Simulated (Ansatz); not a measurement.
# CsAl3: relaxing a made-up structure

Starting from a made-up structure for CsAl3, the aim is the relaxed cell, its shortest contacts and, where a second run follows, its electronic structure.

Program: Ansatz 0.2.0. Level of theory: DFT, r2SCAN, plane-wave PAW, files of the set soft_1, scalar-relativistic, no spin, cell and ions relaxed at zero pressure; PAW set soft_1, in the first sound run; inputs show where later runs differ. Results are calculated unless marked as measured.

## Step 1: Starting point

Symmetry: I4/mmm, No. 139, tetragonal system. The conventional cell has a = 5.093 Å, b = 5.093 Å, c = 10.471 Å, α = 90.00°, β = 90.00°, γ = 90.00°. Cs has 12 Al at 3.60 to 3.65 Å nearest. Nearest to Al lie 4 Cs at 3.60 Å and 8 Al at 3.65 Å. Nearest to Al lie 8 Al at 3.60 to 3.65 Å and 4 Cs at 3.65 Å. Farther neighbours are not listed.

## Step 2: Relaxing cell and atoms

The guessed cell has no reason to be at equilibrium. It is relaxed with the atoms, within the space group of the guess.

input.yaml

```yaml
crystal:
  lattice:
    - [-2.5465, 2.5465, 5.2355]
    - [2.5465, -2.5465, 5.2355]
    - [2.5465, 2.5465, -5.2355]
  atoms:
    - { symbol: Cs, position: [0.0, 0.0, 0.0] }
    - { symbol: Al, position: [0.5, 0.5, 0.0] }
    - { symbol: Al, position: [0.25, 0.75, 0.5] }
    - { symbol: Al, position: [0.75, 0.25, 0.5] }
kpoints:
  mp_grid: { grid: [7, 7, 7] }
scf:
  occupations: { method: fermi_dirac, width: 0.05 }
hamiltonian:
  xc: r2scan
  pseudopotentials: { kind: paw, azcp: { folder: soft_1 } }
relax:
  f_tol: 0.015
  max_steps: 70
  cell: {}
output:
  forces: true
  stress: true
```

The run is started by

```console
$ ansatz run input.yaml --threads 4 --pin off --max-ram 8192MiB --backend cpu --events-out ev --progress --plain --runs-dir out
```

Numbers of over 12 decimals in the logs are rounded to 6 here.

Log:

```text
Engine: ansatz 0.2.0, aarch64-unknown-linux-gnu
Pseudopotentials: kind: paw
Pseudopotential: Cs, paw, valence charge 9, recommended cutoff 500 eV (meta_gga), soft_1/Cs.paw.azcp
Pseudopotential: Al, paw, valence charge 3, recommended cutoff 500 eV (meta_gga), soft_1/Al.paw.azcp
Functional definition: r2SCAN
  parameter k0 = 0.174
  parameter k1 = 0.065
  parameter a1 = 4.9479
  exchange = r2scan_x(k0 = k0, k1 = k1, a1 = a1)
  correlation = r2scan_c
Crystal: 4 atoms, lattice volume = 135.802 Å³
Basis set: ecut = 500 eV, 3467 PW (Γ), exchange–correlation on 192×192×192 points (64 copies of the dense FFT grid, shifted against one another)
Bands: 13, of which v1, the nominal top of the filled ones, is band 9 counted from 1 (8 counted from 0)
Symmetry: 16 space group operations
Space group: I4/mmm (ITA 139), of the structure as read, at distance tolerance 5.1e-5 Å
k-points: 40 of 343
Non-local potential: Cs, projectors of the file, l = 0: 3, l = 1: 2, l = 2: 2, l = 3: 2
Non-local potential: Al, projectors of the file, l = 0: 2, l = 1: 2, l = 2: 1
PAW form: soft (Blöchl's): semilocal exchange-correlation on the pseudo side does not see the compensation charge
PAW frozen core: Cs, regenerated for the run's functional (the file was generated under x = pbe(κ = 0.804, μ = 0.219515), c = pbe(β = 0.066725))
PAW frozen core: Al, regenerated for the run's functional (the file was generated under x = pbe(κ = 0.804, μ = 0.219515), c = pbe(β = 0.066725))
PAW one-centre angular grid: Cs, 302 points (default); XC on 160 Gauss nodes
PAW one-centre angular grid: Al, 302 points (default); XC on 160 Gauss nodes
Initial density: superposition of atomic densities (chi_scale 0.1, normalization cell, long waves kept (reshape's long-wave potential 0.00 eV rms))
Initial wavefunctions: pseudopotential atomic-orbital guess
Functional: x = r2scan, c = r2scan; τ floored in thin density (d = 2e-4 eV/Å³)
iter 1 solved again at ethr=1.94e-3 eV; its pass at ethr=3.10e-3 eV (dr2=3.49e-1 eV) is discarded
SCF iter   1: F=—  HF=-7303.494982 eV  |F-HF|=—  |Δ(HF+E_count)|=         —  Δρ=1.27e-2  dr2=3.54e-1  dr2_τ=1.59e-3  ethr=1.94e-3  ⟨swp⟩=1.0  Hψ=4572  notcnv=0
preconditioner: auto → Kerker (q_TF=auto, 1.948 Å⁻¹)  [metal: Δε(μ)=0.042 eV  Ē_g=6.884 eV  σ=0.050 eV  W_gap=0.20  n_scr=14 (ndim 8)  ℏωp=12.7 eV  f_vac=0.000  D(μ)=4.13/eV (n_scr^D=30)]
SCF iter   2: F=—  HF=-7303.503795 eV  |F-HF|=—  |Δ(HF+E_count)|=   8.81e-3  Δρ=8.24e-3  dr2=1.56e-1  dr2_τ=9.20e-4  ethr=1.94e-3  ⟨swp⟩=2.0  Hψ=649  notcnv=0
SCF iter   3: F=—  HF=-7303.470913 eV  |F-HF|=—  |Δ(HF+E_count)|=   3.29e-2  Δρ=1.06e-3  dr2=1.48e-3  dr2_τ=1.55e-4  ethr=8.69e-4  ⟨swp⟩=2.5  Hψ=848  notcnv=0
SCF iter   4: F=—  HF=-7303.471728 eV  |F-HF|=—  |Δ(HF+E_count)|=   8.16e-4  Δρ=2.46e-4  dr2=1.08e-4  dr2_τ=2.66e-6  ethr=8.20e-6  ⟨swp⟩=2.3  Hψ=810  notcnv=0
SCF iter   5: F=—  HF=-7303.471807 eV  |F-HF|=—  |Δ(HF+E_count)|=   7.83e-5  Δρ=6.23e-5  dr2=5.26e-6  dr2_τ=1.26e-7  ethr=5.98e-7  ⟨swp⟩=2.0  Hψ=838  notcnv=0
SCF iter   6: F=—  HF=-7303.471812 eV  |F-HF|=—  |Δ(HF+E_count)|=   4.97e-6  Δρ=1.20e-5  dr2=3.02e-7  dr2_τ=4.46e-9  ethr=2.92e-8  ⟨swp⟩=2.0  Hψ=852  notcnv=0
SCF iter   7: F=-7303.471812 eV  HF=-7303.471812 eV  |F-HF|=7.20e-9  |Δ(HF+E_count)|=   2.66e-7  Δρ=2.20e-6  dr2=1.37e-8  dr2_τ=3.00e-10  ethr=5.56e-10  ⟨swp⟩=4.3  Hψ=1818  notcnv=0
SCF 1 converged in 7 iterations: F = -7303.471812 eV  dr2 = 1.37e-8
  greatest PAW one-centre occupation: 0.928 electrons in one spin orbital (limit 2), on the Cs atom at site 0 (counted from 0), in its partial waves of l = 0
relax step   1: F+E_penalty+E_count = -7303.47181202 eV  Δ(F+E_penalty+E_count) = +0.000e0 eV  max|allowed force component| = 1.301e-18 eV/Å  Δτ_max = 0.0000 Å  P = -2.264 GPa  Ω = 135.802 Å³  (7 SCF iters, dr2 threshold 1.00e-7 eV, accepted)
Crystal: 4 atoms, lattice volume = 128.904 Å³
Basis set: ecut = 500 eV, 3267 PW (Γ), exchange–correlation on 192×192×192 points (64 copies of the dense FFT grid, shifted against one another)
Initial density: handed on by an earlier stage of this run
Initial wavefunctions: those handed on with the density
iter 1 solved again at ethr=2.34e-5 eV; its pass at ethr=3.10e-3 eV (dr2=4.21e-3 eV) is discarded
SCF iter   1: F=—  HF=-7303.648581 eV  |F-HF|=—  |Δ(HF+E_count)|=         —  Δρ=1.29e-3  dr2=4.02e-3  dr2_τ=2.75e-3  ethr=2.34e-5  ⟨swp⟩=2.6  Hψ=4328  notcnv=0
preconditioner: auto → Kerker (q_TF=auto, 1.965 Å⁻¹)  [metal: Δε(μ)=0.020 eV  Ē_g=6.891 eV  σ=0.050 eV  W_gap=0.10  n_scr=14 (ndim 8)  ℏωp=13.1 eV  f_vac=0.001  D(μ)=2.60/eV (n_scr^D=14)]
SCF iter   2: F=—  HF=-7303.671500 eV  |F-HF|=—  |Δ(HF+E_count)|=   2.29e-2  Δρ=8.35e-4  dr2=1.71e-3  dr2_τ=7.80e-6  ethr=2.23e-5  ⟨swp⟩=2.0  Hψ=1040  notcnv=0
SCF iter   3: F=—  HF=-7303.671558 eV  |F-HF|=—  |Δ(HF+E_count)|=   5.75e-5  Δρ=2.05e-4  dr2=1.21e-4  dr2_τ=3.59e-6  ethr=9.51e-6  ⟨swp⟩=2.1  Hψ=822  notcnv=0
SCF iter   4: F=—  HF=-7303.671637 eV  |F-HF|=—  |Δ(HF+E_count)|=   7.89e-5  Δρ=8.04e-5  dr2=1.25e-5  dr2_τ=2.14e-7  ethr=6.73e-7  ⟨swp⟩=2.6  Hψ=870  notcnv=0
SCF iter   5: F=—  HF=-7303.671650 eV  |F-HF|=—  |Δ(HF+E_count)|=   1.36e-5  Δρ=2.43e-5  dr2=1.12e-6  dr2_τ=1.09e-8  ethr=6.93e-8  ⟨swp⟩=2.1  Hψ=861  notcnv=0
SCF iter   6: F=-7303.671651 eV  HF=-7303.671651 eV  |F-HF|=3.86e-8  |Δ(HF+E_count)|=   1.09e-6  Δρ=6.64e-6  dr2=1.50e-7  dr2_τ=1.01e-9  ethr=2.22e-9  ⟨swp⟩=4.1  Hψ=1782  notcnv=0
SCF 2 converged in 6 iterations: F = -7303.671651 eV  dr2 = 1.50e-7
relax step   2: F+E_penalty+E_count = -7303.67165140 eV  Δ(F+E_penalty+E_count) = -1.998e-1 eV  max|allowed force component| = 1.388e-17 eV/Å  Δτ_max = 0.0000 Å  P = -1.922 GPa  Ω = 128.904 Å³  energy of the carried Pulay correction = +1.791e-4 eV  (6 SCF iters, dr2 threshold 4.00e-7 eV, accepted)
Crystal: 4 atoms, lattice volume = 123.265 Å³
Basis set: ecut = 500 eV, 3097 PW (Γ), exchange–correlation on 192×192×192 points (64 copies of the dense FFT grid, shifted against one another)
iter 1 solved again at ethr=1.81e-5 eV; its pass at ethr=3.10e-3 eV (dr2=3.26e-3 eV) is discarded
SCF iter   1: F=—  HF=-7303.851269 eV  |F-HF|=—  |Δ(HF+E_count)|=         —  Δρ=1.27e-3  dr2=3.05e-3  dr2_τ=2.69e-3  ethr=1.81e-5  ⟨swp⟩=2.3  Hψ=4354  notcnv=0
preconditioner: auto → Kerker (q_TF=auto, 1.980 Å⁻¹)  [metal: Δε(μ)=0.036 eV  Ē_g=7.028 eV  σ=0.050 eV  W_gap=0.17  n_scr=14 (ndim 8)  ℏωp=13.4 eV  f_vac=0.001  D(μ)=2.03/eV (n_scr^D=10)]
SCF iter   2: F=—  HF=-7303.870468 eV  |F-HF|=—  |Δ(HF+E_count)|=   1.92e-2  Δρ=8.23e-4  dr2=1.30e-3  dr2_τ=7.45e-6  ethr=1.69e-5  ⟨swp⟩=2.0  Hψ=1040  notcnv=0
SCF iter   3: F=—  HF=-7303.870616 eV  |F-HF|=—  |Δ(HF+E_count)|=   1.48e-4  Δρ=2.07e-4  dr2=1.05e-4  dr2_τ=2.78e-6  ethr=7.21e-6  ⟨swp⟩=2.0  Hψ=846  notcnv=0
SCF iter   4: F=—  HF=-7303.870696 eV  |F-HF|=—  |Δ(HF+E_count)|=   7.97e-5  Δρ=7.58e-5  dr2=1.08e-5  dr2_τ=1.62e-7  ethr=5.84e-7  ⟨swp⟩=2.1  Hψ=838  notcnv=0
SCF iter   5: F=—  HF=-7303.870709 eV  |F-HF|=—  |Δ(HF+E_count)|=   1.34e-5  Δρ=2.30e-5  dr2=9.97e-7  dr2_τ=6.71e-9  ethr=5.99e-8  ⟨swp⟩=2.0  Hψ=884  notcnv=0
SCF iter   6: F=-7303.870710 eV  HF=-7303.870710 eV  |F-HF|=7.81e-8  |Δ(HF+E_count)|=   1.16e-6  Δρ=6.87e-6  dr2=1.32e-7  dr2_τ=1.27e-9  ethr=2.22e-9  ⟨swp⟩=4.2  Hψ=1748  notcnv=0
SCF 3 converged in 6 iterations: F = -7303.870710 eV  dr2 = 1.32e-7
relax step   3: F+E_penalty+E_count = -7303.87071042 eV  Δ(F+E_penalty+E_count) = -1.991e-1 eV  max|allowed force component| = 4.337e-18 eV/Å  Δτ_max = 0.0000 Å  P = -1.634 GPa  Ω = 123.265 Å³  energy of the carried Pulay correction = +3.371e-4 eV  (6 SCF iters, dr2 threshold 4.00e-7 eV, accepted)
[...]
relax step   4: F+E_penalty+E_count = -7304.05819543 eV  Δ(F+E_penalty+E_count) = -1.875e-1 eV  max|allowed force component| = 9.541e-18 eV/Å  Δτ_max = 0.0000 Å  P = -1.186 GPa  Ω = 117.349 Å³  energy of the carried Pulay correction = +5.171e-4 eV  (6 SCF iters, dr2 threshold 4.00e-7 eV, accepted)
[...]
relax step   5: F+E_penalty+E_count = -7304.23155816 eV  Δ(F+E_penalty+E_count) = -1.734e-1 eV  max|allowed force component| = 3.469e-18 eV/Å  Δτ_max = 0.0000 Å  P = -1.532 GPa  Ω = 116.411 Å³  energy of the carried Pulay correction = +5.430e-4 eV  (5 SCF iters, dr2 threshold 4.00e-7 eV, accepted)
[...]
relax step   6: F+E_penalty+E_count = -7304.34721297 eV  Δ(F+E_penalty+E_count) = -1.157e-1 eV  max|allowed force component| = 1.301e-18 eV/Å  Δτ_max = 0.0000 Å  P = -0.449 GPa  Ω = 109.021 Å³  energy of the carried Pulay correction = +7.955e-4 eV  (6 SCF iters, dr2 threshold 4.00e-7 eV, accepted)
[...]
relax step   7: F+E_penalty+E_count = -7304.37396557 eV  Δ(F+E_penalty+E_count) = -2.675e-2 eV  max|allowed force component| = 4.337e-19 eV/Å  Δτ_max = 0.0000 Å  P = +0.369 GPa  Ω = 104.960 Å³  energy of the carried Pulay correction = +9.449e-4 eV  (6 SCF iters, dr2 threshold 4.00e-7 eV, accepted)
[...]
relax step   8: F+E_penalty+E_count = -7304.37712222 eV  Δ(F+E_penalty+E_count) = -3.157e-3 eV  max|allowed force component| = 1.388e-17 eV/Å  Δτ_max = 0.0000 Å  P = -0.081 GPa  Ω = 106.832 Å³  energy of the carried Pulay correction = +8.739e-4 eV  (5 SCF iters, dr2 threshold 4.00e-7 eV, accepted)
[...]
relax step   9: F+E_penalty+E_count = -7304.37731310 eV  Δ(F+E_penalty+E_count) = -1.909e-4 eV  max|allowed force component| = 2.958e-31 eV/Å  Δτ_max = 0.0000 Å  P = -0.001 GPa  Ω = 106.479 Å³  energy of the carried Pulay correction = +8.872e-4 eV  (4 SCF iters, dr2 threshold 5.81e-8 eV, accepted)
Basis set: ecut = 500 eV, 2733 PW (Γ), exchange–correlation on 160×160×160 points (64 copies of the dense FFT grid, shifted against one another)
Initial wavefunctions: pseudopotential atomic-orbital guess (no wavefunctions were taken with the density)
iter 1 solved again at ethr=5.13e-8 eV; its pass at ethr=3.10e-3 eV (dr2=9.24e-6 eV) is discarded
SCF iter   1: F=—  HF=-7304.376796 eV  |F-HF|=—  |Δ(HF+E_count)|=         —  Δρ=6.22e-5  dr2=2.66e-7  dr2_τ=8.04e-7  ethr=5.13e-8  ⟨swp⟩=3.0  Hψ=5306  notcnv=0
SCF iter   2: F=—  HF=-7304.376811 eV  |F-HF|=—  |Δ(HF+E_count)|=   1.42e-5  Δρ=3.22e-5  dr2=8.31e-8  dr2_τ=1.16e-7  ethr=1.48e-9  ⟨swp⟩=2.0  Hψ=891  notcnv=0
SCF iter   3: F=—  HF=-7304.376815 eV  |F-HF|=—  |Δ(HF+E_count)|=   4.60e-6  Δρ=1.62e-6  dr2=3.98e-9  dr2_τ=2.18e-10  ethr=4.62e-10  ⟨swp⟩=2.0  Hψ=901  notcnv=0
SCF iter   4: F=—  HF=-7304.376815 eV  |F-HF|=—  |Δ(HF+E_count)|=   8.88e-9  Δρ=4.64e-7  dr2=3.63e-10  dr2_τ=4.73e-11  ethr=2.21e-11  ⟨swp⟩=2.0  Hψ=884  notcnv=0
SCF iter   5: F=-7304.376815 eV  HF=-7304.376815 eV  |F-HF|=1.16e-10  |Δ(HF+E_count)|=   1.17e-9  Δρ=1.42e-7  dr2=2.28e-11  dr2_τ=2.04e-12  ethr=1.00e-12  ⟨swp⟩=3.0  Hψ=2270  notcnv=0
SCF 10 converged in 5 iterations: F = -7304.376815 eV  dr2 = 2.28e-11
relax step  10: F+E_penalty+E_count = -7304.37681519 eV  Δ(F+E_penalty+E_count) = +4.979e-4 eV  max|allowed force component| = 6.903e-31 eV/Å  Δτ_max = 0.0000 Å  P = -0.001 GPa  Ω = 106.479 Å³  stress off target by 9.40e-3 GPa  SCF on the basis re-selected at this cell (its energy is not comparable with the rows above)  (5 SCF iters)
basis re-selected at this cell: Δ(F+E_penalty+E_count) = +4.979e-4 eV, ΔP = -0.000 GPa vs the last step (what re-selecting the basis moved, of the pressure what is left beyond the Pulay correction that the steps carried, after the strain that the cell walked since its last selection, with what the two solves' SCF thresholds leave and, on support functions, any second-order correction that the steps lacked; it is no measure of the basis error at this ecutwfc). The dense FFT grid was sized anew with the basis: this SCF ran on 40×40×40 points, the steps before it on 48×48×48, so part of this shift can come from that change (see relax.cell in the input reference). [rest of the remark cut]
SCF converged after 5 iterations
Free energy (F): -7304.376815 eV
Harris-Foulkes:  -7304.376815 eV  (|F-HF|=1.16e-10)
Internal energy: -7304.361750 eV  (E = F + TS)
E sigma→0 (E₀):  -7304.369282 eV
Entropy (-TS):   -0.015066 eV (-3.766 meV/atom)
Fermi energy:    6.222412 eV
--- Per-component energies (eV) ---
  E_band       = -20.157231
  E_kinetic    = 204.645200
  E_local      = -209.438071  (includes V_loc(G=0)·N_el)
  E_nonlocal   = 51.898206
  E_hartree    = 87.183360
  E_xc         = -268.553401
  E_vxc        = -237.111702  (∫ρ·V_xc dr)
  E_paw        = -6510.541648  (= ΣΔE_a)
  E_vpaw       = -14.398206  (= ΣTr[D̂ρ^β])
  E_aug_tail   = -0.000003  (compensation charges beyond the density's cutoff)
  E_vtau       = 9.880651  (kinetic-family band-sum trace: ∫τ·v_τ [+ j·A + Jᵃ·Aᵃ] dr)
  E_ewald      = -659.424949
  E_core_change = -0.130444  (= ΣΔE_core)
  E_smearing   = -0.015066  (= −TS)
  E_closure    = 0.000000  (closes the sum)
  Σ components = -7304.376815   (vs F -7304.376815, Δ=0.00e0)
--- Forces (eV/Å), atoms counted from 1 ---
  atom   1  Cs    -0.00000000     0.00000000     0.00000000
  atom   2  Al    -0.00000000     0.00000000    -0.00000000
  atom   3  Al     0.00000000     0.00000000     0.00000000
  atom   4  Al     0.00000000     0.00000000     0.00000000
  max |Σ_I F_I| component: 3.94e-31 eV/Å
--- Stress (GPa, compression-positive) ---
        0.003456       0.000000       0.000000
        0.000000       0.003456      -0.000000
        0.000000       0.000000      -0.009397
  P = ⅓ Tr σ = -0.0008 GPa (-0.008 kbar)
--- Band table (eV; the first three rows and the last of 40) ---
  k-point 0: bands = [... 5 lower, 4.2700, 5.1794, 5.1794, 5.1806, 6.6401, 6.6710, 6.6749, 6.6749]
  k-point 1: bands = [... 5 lower, 3.3527, 4.7631, 5.0560, 5.0582, 6.4977, 7.3484, 7.3515, 7.6440]
  k-point 2: bands = [... 5 lower, 2.5043, 3.2203, 5.0621, 5.0652, 8.1752, 8.5206, 8.8759, 8.8789]
  k-point 39: bands = [... 5 lower, 2.0405, 2.3958, 5.0417, 5.2097, 8.2309, 8.6246, 8.8746, 10.6109]
--- Relaxed structure (9 steps of the walk, 9 accepted, 1 SCFs on fresh bases) ---
  F+E_penalty+E_count = -7304.37681519 eV   max|allowed force component| = 6.903e-31 eV/Å   (the final SCF, on the basis selected at the relaxed cell)
  cell:  # Å, volume = 106.4792 Å³
    - [-2.659715, 2.659715, 3.763004]
    - [2.659715, -2.659715, 3.763004]
    - [2.659715, 2.659715, -3.763004]
  atoms:
    - { symbol: Cs, position: [0, 0, 0] }
    - { symbol: Al, position: [0.500000, 0.500000, 0] }
    - { symbol: Al, position: [0.250000, 0.75, 0.5] }
    - { symbol: Al, position: [0.75, 0.250000, 0.5] }
```

Wall time 27 s (4 threads of Arm Neoverse V1, shared host); peak memory 0.96 GiB; 1.7 min of CPU time.

Relaxation path:

```
step  energy less that of the first step (eV)  largest force component (eV/Å)  pressure (GPa)  volume (Å³)
   1                                   0.0000                          0.0000           -2.26       135.80
   2                                  -0.1998                          0.0000           -1.92       128.90
   3                                  -0.3989                          0.0000           -1.63       123.27
   4                                  -0.5864                          0.0000           -1.19       117.35
   5                                  -0.7597                          0.0000           -1.53       116.41
   6                                  -0.8754                          0.0000           -0.45       109.02
   7                                  -0.9022                          0.0000            0.37       104.96
   8                                  -0.9053                          0.0000           -0.08       106.83
   9                                  -0.9055                          0.0000            0.00       106.48
 10*                                  -0.9050                          0.0000            0.00       106.48
```

Relaxation steps marked * repeat the geometry before them on a plane-wave basis chosen anew for their cell, so energy and pressure can jump there.

The run keeps the 16 symmetry operations that it works with, so distortions that break them were not tested.

```
     cell as run  before   after   change
           a (Å)   6.355   5.321  -16.3 %
           b (Å)   6.355   5.321  -16.3 %
           c (Å)   6.355   5.321  -16.3 %
           α (°)  132.75  120.01   -9.6 %
           β (°)  132.75  120.01   -9.6 %
           γ (°)   69.05   89.98  +30.3 %
volume (Å³/atom)   33.95   26.62  -21.6 %
```

The relaxed structure:

```xyz
4
Lattice="-2.6597 2.6597 3.7630 2.6597 -2.6597 3.7630 2.6597 2.6597 -3.7630" Properties=species:S:1:pos:R:3 pbc="T T T"
Cs    0.0000    0.0000    0.0000
Al    0.0000    0.0000    3.7630
Al    2.6597    0.0000    1.8815
Al    0.0000    2.6597    1.8815
```

This step gave:

```
free energy             : -7304.3768 eV
energy at zero smearing : -7304.3693 eV
smearing term TS        : 0.01507 eV
Fermi energy            : 6.222 eV
gap by band count       : 0.07539 eV
electrons               : 18
symmetry operations     : 16
pressure                : -8.28e-4 GPa
```

Shortest distances by pair of elements, guess and relaxed (not always the same contact):

```
 pair  guess (Å)  relaxed (Å)
Al–Al      3.601        3.258
Al–Cs      3.601        3.258
Cs–Cs      5.093        5.319
```

The relaxation ends with a pressure of 0.00 GPa.

[end of part 1 of 2]

[Logs are printed without paths, hosts, clocks, repeated set-up lines and the standing remarks that a program may print on its own settings, such as how far it seeks lower states.]

[Hosts, paths, dates, database ids (printed as entryN), source tags and the programs' standing remarks are cut or masked in the printed files.]
